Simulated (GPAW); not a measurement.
# Calculated records

```
! title: A GW chain in GPAW: CsGeBr3 (R3m)
! method: DFT, LDA, plane waves, PAW (and 1 further level or step)
! program: GPAW 26.7.0
! settings of one run: cutoff 450 eV, GPAW PAW setups 1.2.1 data release, 2×2×2 k-mesh, nbands 622
! cost: 3 runs, 94 s in all on 4 MPI ranks of Arm Neoverse V2, shared host (the runs of this entry)
! notes: The cell and positions are those that the Materials Project relaxed with its own functionals (PBE, PBE+U or r2SCAN), kept fixed. Limits: no spin-orbit coupling. Bands and cutoff are finite, so the gap is not at the basis limit. The miss can reach some tenths of an eV and take either sign; the mesh is an error of its own. The 2×2×2 mesh is coarse for this cell, which bears on the long-range parts of exchange and screening.
! LDA gap: 1.10 eV, direct
! G0W0 gap on the mesh: 2.16 eV
! GW settings: 2×2×2 mesh, 284 bands, screening to 78 eV, Godby-Needs plasmon pole
! known limits: not at the basis limit; no spin-orbit coupling; coarse k mesh
CELL_PARAMETERS angstrom
3.96928 2.29167 3.33497
-3.96928 2.29167 3.33497
0.00000 -4.58333 3.33497
ATOMIC_POSITIONS crystal
Cs 0.00130 0.00130 0.00130
Ge 0.47708 0.47708 0.47708
Br 0.02867 0.50547 0.50547
Br 0.50547 0.50547 0.02867
Br 0.50547 0.02867 0.50547
```

[Paths, hosts, dates, memory and timing lines, banners, echoed tables and standing remarks are left out of the program output.]

[Logs are printed without paths, hosts, clocks, repeated set-up lines and the standing remarks that a program may print on its own settings, such as how far it seeks lower states.]

[Runs of the session that timed out or met a known fault of the program may be left out.]

[Hosts, paths, dates, database ids (printed as entryN), source tags and the programs' standing remarks are cut or masked in the printed files.]
